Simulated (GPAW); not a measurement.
# A Au chain with one bond drawn out: a series of junctions, part 2 of 2

Aim: how the conductance and the thermopower change along a series of junctions, a Au chain with one bond drawn out.

GPAW 26.7.0; GPAW LCAO, PAW setups; Landauer transmission from Green's functions with principal layers (ASE), zero bias.

So far, conductance (G₀): step 2 (member of the series, stretch 0.2 Å) 1.08; step 3 (stretch 0.5 Å) 0.955; step 4 (stretch 0.8 Å) 0.767; step 5 (stretch 1.2 Å) 0.486; step 6 (stretch 1.6 Å) 0.252.

## Step 7: Member of the series: stretch = 2.0

The cell differs from the one that the last finished run ended in (c 27.600 → 28.000 Å).

File run.py:

```python
import json
import numpy as np
from ase import Atoms
from ase.transport.calculators import TransportCalculator
from gpaw import GPAW, FermiDirac
from gpaw.lcao.tools import get_lcao_hamiltonian
from scipy.linalg import eigh

# The junction with lead layers at both ends, along the third cell vector
device = Atoms(
    ['Au', 'Au', 'Au', 'Au', 'Au', 'Au', 'Au', 'Au', 'Au', 'Au'],
    positions=[
        [4.50000, 4.50000, 1.30000],
        [4.50000, 4.50000, 3.90000],
        [4.50000, 4.50000, 6.50000],
        [4.50000, 4.50000, 9.10000],
        [4.50000, 4.50000, 11.70000],
        [4.50000, 4.50000, 16.30000],
        [4.50000, 4.50000, 18.90000],
        [4.50000, 4.50000, 21.50000],
        [4.50000, 4.50000, 24.10000],
        [4.50000, 4.50000, 26.70000]],
    cell=[[9.0, 0.0, 0.0], [0.0, 9.0, 0.0], [0.0, 0.0, 28.0]],
    pbc=True)

# One principal layer of the lead: the first 3 atoms of the device
lead = Atoms(
    ['Au', 'Au', 'Au'],
    positions=[
        [4.50000, 4.50000, 1.30000],
        [4.50000, 4.50000, 3.90000],
        [4.50000, 4.50000, 6.50000]],
    cell=[[9.0, 0.0, 0.0], [0.0, 9.0, 0.0], [0.0, 0.0, 7.8]],
    pbc=True)

settings = dict(mode='lcao', basis='dzp', xc='PBE', h=0.2,
                occupations=FermiDirac(0.1), maxiter=250,
                mixer=dict(beta=0.1, nmaxold=8, weight=100.0),
                convergence=dict(density=0.0001))
energies = np.arange(-2, 2 + 1e-9, 0.05)
eta = 0.0001
n1, n2 = 1, 1
# k and -k transmit alike, so half of the mesh across the current serves
mesh = [(i, j) for i in range(n1) for j in range(n2) if (i, j) <= (-i % n1, -j % n2)]
weights = np.array([1 if (i, j) == (-i % n1, -j % n2) else 2 for i, j in mesh]) / (n1 * n2)

# [... helper functions left out ...]
fermi_lead = ground_state(lead, (1, 1, 15), 'lead.txt')
fermi_device = ground_state(device, (1, 1, 3), 'device.txt')
# [... loop over the mesh left out, but for ...]
        # Shift the lead onto the potential of the device's first layer
        shift = ((H[:, 0, 0] - H0[:, 0, 0]) / S0[0, 0]).real.mean()
# [...]
kT = 8.617333e-5 * 500
bias = [0.1, 0.2, 0.5, 1.0, 1.5, 2.0]
# [... integrals and printing left out ...]
```

The run is started by

```sh
> OMP_NUM_THREADS=1 OPENBLAS_NUM_THREADS=1 python run.py
```

What it wrote:

```text
basis functions: device 150, principal layer 45
Fermi level: lead -4.6464 eV, device -4.6638 eV; lead shifted by 0.0124 eV
largest coupling past the next layer 2.46e-07 eV, largest misfit of the first layer 0.050 eV
  E-E_F (eV)   T (one spin)  [channel counts left out]
    -2.000    9.6921e-03
    -1.950    9.8950e-03
    -1.900    1.0080e-02
[...]
1.950    1.0445e-01
     2.000    1.0420e-01
conductance at 500 K: 0.11395 G0 a cell; thermopower -4.085 uV/K
current from the zero-bias T(E) at 0.1 V: 0.88205 uA
current from the zero-bias T(E) at 0.2 V: 1.7592 uA
current from the zero-bias T(E) at 0.5 V: 4.3442 uA
current from the zero-bias T(E) at 1.0 V: 8.2947 uA
current from the zero-bias T(E) at 1.5 V: 11.616 uA
current from the zero-bias T(E) at 2.0 V: 14.47 uA
```

Elapsed: 29 s, on 1 thread of Arm Neoverse V2, shared host; peak memory 0.91 GiB.

One spin. Transmission, zone mean against energy, zero at the Fermi level:

energy (eV), transmission, zone mean and a bar:
```
   -2.000      0.010 
   -1.800      0.010 
   -1.600      0.011 
   -1.400      0.010 
   -1.200      0.009 
   -1.000      0.020 ###
   -0.800      0.048 ###########
   -0.600      0.058 #############
   -0.400      0.084 #####################
   -0.300      0.108 ###########################
   -0.200      0.099 #########################
    0.000      0.115 #############################
    0.200      0.118 ##############################
    0.400      0.116 ##############################
    0.600      0.114 #############################
    0.800      0.111 ############################
    1.000      0.110 ############################
    1.200      0.108 ###########################
    1.400      0.107 ###########################
    1.600      0.106 ###########################
    1.800      0.105 ###########################
    2.000      0.104 ##########################
```

The conductance, 0.114 G₀, lies 55 % below that of the member before.

## Step 8: Junction: stretch = 2.6

The cell differs from the one that the last finished run ended in (c 28.000 → 28.600 Å).

run.py: that of step 7 with these lines changed.

```diff
@@ -17,8 +17,8 @@
         [4.50000, 4.50000, 11.70000],
-        [4.50000, 4.50000, 16.30000],
-        [4.50000, 4.50000, 18.90000],
-        [4.50000, 4.50000, 21.50000],
-        [4.50000, 4.50000, 24.10000],
-        [4.50000, 4.50000, 26.70000]],
-    cell=[[9.0, 0.0, 0.0], [0.0, 9.0, 0.0], [0.0, 0.0, 28.0]],
+        [4.50000, 4.50000, 16.90000],
+        [4.50000, 4.50000, 19.50000],
+        [4.50000, 4.50000, 22.10000],
+        [4.50000, 4.50000, 24.70000],
+        [4.50000, 4.50000, 27.30000]],
+    cell=[[9.0, 0.0, 0.0], [0.0, 9.0, 0.0], [0.0, 0.0, 28.6]],
     pbc=True)
```

What it wrote:

```text
basis functions: device 150, principal layer 45
Fermi level: lead -4.6464 eV, device -4.6686 eV; lead shifted by 0.0135 eV
largest coupling past the next layer 2.46e-07 eV, largest misfit of the first layer 0.052 eV
  E-E_F (eV)   T (one spin)  [channel counts left out]
    -2.000    8.7336e-04
    -1.950    8.8083e-04
    -1.900    8.8529e-04
[...]
1.950    2.1684e-02
     2.000    2.1584e-02
conductance at 500 K: 0.028659 G0 a cell; thermopower -1.857 uV/K
current from the zero-bias T(E) at 0.1 V: 0.2218 uA
current from the zero-bias T(E) at 0.2 V: 0.44217 uA
current from the zero-bias T(E) at 0.5 V: 1.0859 uA
current from the zero-bias T(E) at 1.0 V: 2.0457 uA
current from the zero-bias T(E) at 1.5 V: 2.8299 uA
current from the zero-bias T(E) at 2.0 V: 3.4648 uA
```

Run time: 29 s. Hardware: 1 thread; peak memory 0.93 GiB.

The conductance, 0.0287 G₀, lies 75 % below that of the member before.

## Step 9: Junction, box 9 × 9 × 29.2 Å: stretch = 3.2

The cell differs from the one that the last finished run ended in (c 28.600 → 29.200 Å).

run.py: that of step 8 with these lines changed.

```diff
@@ -17,8 +17,8 @@
         [4.50000, 4.50000, 11.70000],
-        [4.50000, 4.50000, 16.90000],
-        [4.50000, 4.50000, 19.50000],
-        [4.50000, 4.50000, 22.10000],
-        [4.50000, 4.50000, 24.70000],
-        [4.50000, 4.50000, 27.30000]],
-    cell=[[9.0, 0.0, 0.0], [0.0, 9.0, 0.0], [0.0, 0.0, 28.6]],
+        [4.50000, 4.50000, 17.50000],
+        [4.50000, 4.50000, 20.10000],
+        [4.50000, 4.50000, 22.70000],
+        [4.50000, 4.50000, 25.30000],
+        [4.50000, 4.50000, 27.90000]],
+    cell=[[9.0, 0.0, 0.0], [0.0, 9.0, 0.0], [0.0, 0.0, 29.2]],
     pbc=True)
```

What it wrote:

```text
basis functions: device 150, principal layer 45
Fermi level: lead -4.6464 eV, device -4.6760 eV; lead shifted by 0.0139 eV
largest coupling past the next layer 2.46e-07 eV, largest misfit of the first layer 0.052 eV
  E-E_F (eV)   T (one spin)  [channel counts left out]
    -2.000    6.3096e-05
    -1.950    6.3038e-05
    -1.900    6.2687e-05
[...]
1.950    3.0520e-03
     2.000    3.0290e-03
conductance at 500 K: 0.0055487 G0 a cell; thermopower 3.773 uV/K
current from the zero-bias T(E) at 0.1 V: 0.042955 uA
current from the zero-bias T(E) at 0.2 V: 0.085694 uA
current from the zero-bias T(E) at 0.5 V: 0.21066 uA
current from the zero-bias T(E) at 1.0 V: 0.39394 uA
current from the zero-bias T(E) at 1.5 V: 0.53733 uA
current from the zero-bias T(E) at 2.0 V: 0.64001 uA
```

It took 29 s on 1 thread; peak memory 0.92 GiB.

The conductance, 0.00555 G₀, lies a factor of 5.2 below that of the member before.

## Step 10: The series together

Times are for 1 thread of Arm Neoverse V2, shared host. Results by setting:

| no. | stretch (Å) | conductance (G₀) | time | memory (GiB) |
| --- | --- | --- | --- | --- |
| 1 | 0.2 | 1.078 | 29 s | 0.88 |
| 2 | 0.5 | 0.9547 | 28 s | 0.88 |
| 3 | 0.8 | 0.7673 | 29 s | 0.89 |
| 4 | 1.2 | 0.4858 | 29 s | 0.89 |
| 5 | 1.6 | 0.2525 | 29 s | 0.89 |
| 6 | 2 | 0.1140 | 29 s | 0.91 |
| 7 | 2.6 | 0.02866 | 29 s | 0.93 |
| 8 | 3.2 | 0.005549 | 29 s | 0.92 |

The runs together. Table of transmission, zone mean by energy, zero at the Fermi level:

| energy (eV) | 0.2 | 0.5 | 1.2 | 1.6 | 2.6 | 3.2 |
| --- | --- | --- | --- | --- | --- | --- |
| -2.00 | 2.41 | 1.11 | 0.148 | 0.0408 | 8.7e-4 | 6.3e-5 |
| -1.85 | 2.50 | 1.21 | 0.161 | 0.0439 | 8.9e-4 | 6.2e-5 |
| -1.70 | 2.56 | 1.31 | 0.174 | 0.0466 | 8.7e-4 | 5.8e-5 |
| -1.50 | 2.63 | 1.43 | 0.188 | 0.0490 | 7.7e-4 | 4.7e-5 |
| -1.35 | 2.67 | 1.51 | 0.196 | 0.0494 | 6.4e-4 | 3.4e-5 |
| -1.20 | 3.09 | 1.58 | 0.197 | 0.0474 | 4.4e-4 | 1.8e-5 |
| -1.05 | 4.22 | 1.81 | 0.223 | 0.0599 | 0.00253 | 3.0e-4 |
| -0.90 | 4.97 | 2.28 | 0.297 | 0.0944 | 0.00699 | 0.00114 |
| -0.85 | 5.26 | 2.13 | 0.313 | 0.109 | 0.00931 | 0.00169 |
| -0.70 | 3.54 | 2.02 | 0.355 | 0.135 | 0.0137 | 0.00297 |
| -0.55 | 3.60 | 2.13 | 0.385 | 0.150 | 0.0157 | 0.00361 |
| -0.40 | 3.66 | 2.31 | 0.477 | 0.199 | 0.0213 | 0.00472 |
| -0.25 | 3.05 | 2.21 | 0.528 | 0.244 | 0.0264 | 0.00567 |
| -0.10 | 0.983 | 0.894 | 0.471 | 0.242 | 0.0281 | 0.00572 |
| 0.00 | 0.985 | 0.905 | 0.485 | 0.254 | 0.0289 | 0.00559 |
| 0.10 | 0.987 | 0.911 | 0.494 | 0.260 | 0.0289 | 0.00534 |
| 0.25 | 0.988 | 0.915 | 0.499 | 0.262 | 0.0281 | 0.00492 |
| 0.40 | 0.988 | 0.916 | 0.498 | 0.261 | 0.0271 | 0.00455 |
| 0.55 | 0.988 | 0.916 | 0.496 | 0.259 | 0.0262 | 0.00425 |
| 0.70 | 0.988 | 0.916 | 0.494 | 0.256 | 0.0253 | 0.00400 |
| 0.90 | 0.989 | 0.917 | 0.494 | 0.255 | 0.0246 | 0.00378 |
| 1.05 | 0.989 | 0.916 | 0.491 | 0.253 | 0.0239 | 0.00361 |
| 1.20 | 0.989 | 0.916 | 0.489 | 0.251 | 0.0234 | 0.00348 |
| 1.35 | 0.989 | 0.916 | 0.487 | 0.250 | 0.0230 | 0.00337 |
| 1.50 | 0.989 | 0.915 | 0.486 | 0.248 | 0.0226 | 0.00328 |
| 1.70 | 0.989 | 0.915 | 0.484 | 0.247 | 0.0222 | 0.00317 |
| 1.85 | 0.989 | 0.915 | 0.483 | 0.246 | 0.0219 | 0.00310 |
| 2.00 | 0.989 | 0.915 | 0.482 | 0.245 | 0.0216 | 0.00303 |

The runs together. Table of current through one cell, from the zero-bias transmission by bias:

| bias (V) | 0.2 (μA) | 0.5 (μA) | 1.2 (μA) | 1.6 (μA) | 2.6 (μA) | 3.2 (μA) |
| --- | --- | --- | --- | --- | --- | --- |
| 0.100 | 8.49 | 7.47 | 3.77 | 1.95 | 0.222 | 0.0430 |
| 0.200 | 17.9 | 15.4 | 7.54 | 3.90 | 0.442 | 0.0857 |
| 0.500 | 57.4 | 45.9 | 19.1 | 9.70 | 1.09 | 0.211 |
| 1.000 | 145 | 107 | 38.1 | 18.7 | 2.05 | 0.394 |
| 1.500 | 234 | 165 | 54.9 | 26.5 | 2.83 | 0.537 |
| 2.000 | 339 | 224 | 70.2 | 33.4 | 3.46 | 0.640 |

## Step 11: Temperature 30, smearing 0.2, functional RPBE

Temperature enters only through the Fermi window. Smearing helps the SCF of a metal converge, but it blurs occupations at band edges near the Fermi level. The functional moves levels against the Fermi level.

run.py: that of step 9 with these lines changed.

```diff
@@ -17,8 +17,8 @@
         [4.50000, 4.50000, 11.70000],
-        [4.50000, 4.50000, 17.50000],
-        [4.50000, 4.50000, 20.10000],
-        [4.50000, 4.50000, 22.70000],
-        [4.50000, 4.50000, 25.30000],
-        [4.50000, 4.50000, 27.90000]],
-    cell=[[9.0, 0.0, 0.0], [0.0, 9.0, 0.0], [0.0, 0.0, 29.2]],
+        [4.50000, 4.50000, 15.90000],
+        [4.50000, 4.50000, 18.50000],
+        [4.50000, 4.50000, 21.10000],
+        [4.50000, 4.50000, 23.70000],
+        [4.50000, 4.50000, 26.30000]],
+    cell=[[9.0, 0.0, 0.0], [0.0, 9.0, 0.0], [0.0, 0.0, 27.6]],
     pbc=True)
@@ -35,4 +35,4 @@
 
-settings = dict(mode='lcao', basis='dzp', xc='PBE', h=0.2,
-                occupations=FermiDirac(0.1), maxiter=250,
+settings = dict(mode='lcao', basis='dzp', xc='RPBE', h=0.2,
+                occupations=FermiDirac(0.2), maxiter=250,
                 mixer=dict(beta=0.1, nmaxold=8, weight=100.0),
@@ -53,3 +53,3 @@
 # [...]
-kT = 8.617333e-5 * 500
+kT = 8.617333e-5 * 30
 bias = [0.1, 0.2, 0.5, 1.0, 1.5, 2.0]
```

What it wrote:

```text
basis functions: device 150, principal layer 45
Fermi level: lead -4.3955 eV, device -4.3982 eV; lead shifted by 0.0034 eV
largest coupling past the next layer 2.62e-07 eV, largest misfit of the first layer 0.033 eV
  E-E_F (eV)   T (one spin)  [channel counts left out]
    -2.000    3.9424e-02
    -1.950    4.0224e-02
    -1.900    4.0984e-02
    -1.850    4.1699e-02
    -1.800    4.2360e-02
    -1.750    4.2953e-02
    -1.700    4.3461e-02
    -1.650    4.3862e-02
    -1.600    4.4129e-02
    -1.550    4.4231e-02
    -1.500    4.4137e-02
    -1.450    4.3807e-02
    -1.400    4.3242e-02
    -1.350    4.2484e-02
    -1.300    4.0646e-02
    -1.250    5.8809e-02
[...]
1.650    2.4552e-01
     1.700    2.4506e-01
     1.750    2.4459e-01
     1.800    2.4412e-01
     1.850    2.4364e-01
     1.900    2.4315e-01
     1.950    2.4264e-01
     2.000    2.4211e-01
conductance at 30 K: 0.25315 G0 a cell; thermopower -0.1225 uV/K
current from the zero-bias T(E) at 0.1 V: 1.9602 uA
current from the zero-bias T(E) at 0.2 V: 3.9152 uA
current from the zero-bias T(E) at 0.5 V: 9.6894 uA
current from the zero-bias T(E) at 1.0 V: 18.707 uA
current from the zero-bias T(E) at 1.5 V: 26.633 uA
current from the zero-bias T(E) at 2.0 V: 33.896 uA
```

It took 28 s on 1 thread; peak memory 0.89 GiB.

This step gave:

```yaml
conductance: 0.2531 G₀
largest_coupling_past_the_next_principal_layer: 2.62e-7 eV
largest_misfit_of_the_first_principal_layer: 0.03311 eV
shift_that_aligns_the_lead: 0.003385 eV
transmission_at_the_fermi_level_one_spin: 0.2532
```

One spin. Transmission, zone mean against energy, zero at the Fermi level:

| energy (eV) | transmission, zone mean |
| --- | --- |
| -2.00 | 0.0394 |
| -1.85 | 0.0417 |
| -1.70 | 0.0435 |
| -1.60 | 0.0441 |
| -1.45 | 0.0438 |
| -1.30 | 0.0406 |
| -1.15 | 0.0783 |
| -1.05 | 0.103 |
| -0.90 | 0.121 |
| -0.75 | 0.128 |
| -0.60 | 0.159 |
| -0.50 | 0.189 |
| -0.35 | 0.212 |
| -0.20 | 0.237 |
| -0.05 | 0.251 |
| 0.00 | 0.253 |
| 0.05 | 0.255 |
| 0.20 | 0.258 |
| 0.30 | 0.258 |
| 0.35 | 0.258 |
| 0.50 | 0.257 |
| 0.60 | 0.256 |
| 0.75 | 0.257 |
| 0.90 | 0.254 |
| 1.05 | 0.252 |
| 1.15 | 0.251 |
| 1.30 | 0.249 |
| 1.45 | 0.247 |
| 1.60 | 0.246 |
| 1.70 | 0.245 |
| 1.85 | 0.244 |
| 2.00 | 0.242 |

Not self-consistent under bias; the bias window is split evenly. Table of current through one cell, from the zero-bias transmission by bias:

| bias (V) | current through one cell, from the zero-bias transmission (μA) |
| --- | --- |
| 0.100 | 1.96 |
| 0.200 | 3.92 |
| 0.500 | 9.69 |
| 1.000 | 18.7 |
| 1.500 | 26.6 |
| 2.000 | 33.9 |

The transmission of the three most open eigenchannels by energy, zero at the Fermi level:

| energy (eV) | channel 1 | channel 2 = channel 3 |
| --- | --- | --- |
| -2.00 | 0.0357 | 0.00188 |
| -1.90 | 0.0367 | 0.00214 |
| -1.80 | 0.0375 | 0.00243 |
| -1.70 | 0.0379 | 0.00278 |
| -1.55 | 0.0376 | 0.00332 |
| -1.45 | 0.0365 | 0.00363 |
| -1.35 | 0.0346 | 0.00383 |
| -1.25 | 0.0509 | 0.00388 |
| -1.15 | 0.0695 | 0.00379 |
| -1.05 | 0.0949 | 0.00362 |
| -0.90 | 0.114 | 0.00337 |
| -0.80 | 0.117 | 0.00327 |
| -0.70 | 0.129 | 0.00322 |
| -0.60 | 0.152 | 0.00317 |
| -0.50 | 0.181 | 0.00286 |
| -0.40 | 0.197 | 0.00184 |
| -0.25 | 0.230 | 3.1e-12 |
| -0.15 | 0.243 | 0 |
| -0.05 | 0.251 | 0 |
| 0.00 | 0.253 | 0 |
| 0.05 | 0.255 | 0 |
| 0.15 | 0.257 | 0 |
| 0.25 | 0.258 | 0 |
| 0.40 | 0.258 | 0 |
| 0.50 | 0.257 | 0 |
| 0.60 | 0.256 | 0 |
| 0.70 | 0.249 | 0 |
| 0.80 | 0.255 | 0 |
| 0.90 | 0.254 | 0 |
| 1.05 | 0.252 | 0 |
| 1.15 | 0.251 | 0 |
| 1.25 | 0.249 | 0 |
| 1.35 | 0.248 | 0 |
| 1.45 | 0.247 | 0 |
| 1.55 | 0.246 | 0 |
| 1.70 | 0.245 | 0 |
| 1.80 | 0.244 | 0 |
| 1.90 | 0.243 | 0 |
| 2.00 | 0.242 | 0 |

With these changes, and at 30 K in place of 500 K, the conductance is 0.253 G₀ against 0.252 in the unchanged run; T at the Fermi level, which temperature doesn't enter, is 0.253 against 0.254.

## Step 12: What came out

* conductance, first and last member: 1.08 and 0.00555 G₀
* largest and smallest: 1.08 and 0.00555 G₀

As the extra bond length goes from 0.2 to 3.2 Å, the conductance goes from 1.08 to 0.00555 G₀. The conductance falls at every step of the series. The geometry was built from estimated bond lengths and not relaxed, so the numbers describe this model structure. Spin-orbit coupling is left out, which matters for the heavy atoms here. An evenly spaced straight chain is an idealisation: free chains tend to dimerise, zigzag or, where a band edge lies near the Fermi level, turn magnetic. The currents use the zero-bias T(E) throughout, which holds only while the bias is small against the distance to the nearest feature. Within about eight thermal energies of the Fermi level ln T(E) bends sharply from one computed energy to the next, or the lead's channel count changes, so the thermal averages, above all the thermopower, rest on an interpolation that may be rough. Atomic orbitals end short of the vacuum, so tunnelling across a wide gap comes out too low. The thermopower isn't quoted: it samples T(E) farther from the Fermi level than the conductance does, and the energy grid wasn't tested for it.

[Logs are printed without paths, hosts, clocks, repeated set-up lines and the standing remarks that a program may print on its own settings, such as how far it seeks lower states.]

[Hosts, paths, dates, database ids (printed as entryN), source tags and the programs' standing remarks are cut or masked in the printed files.]
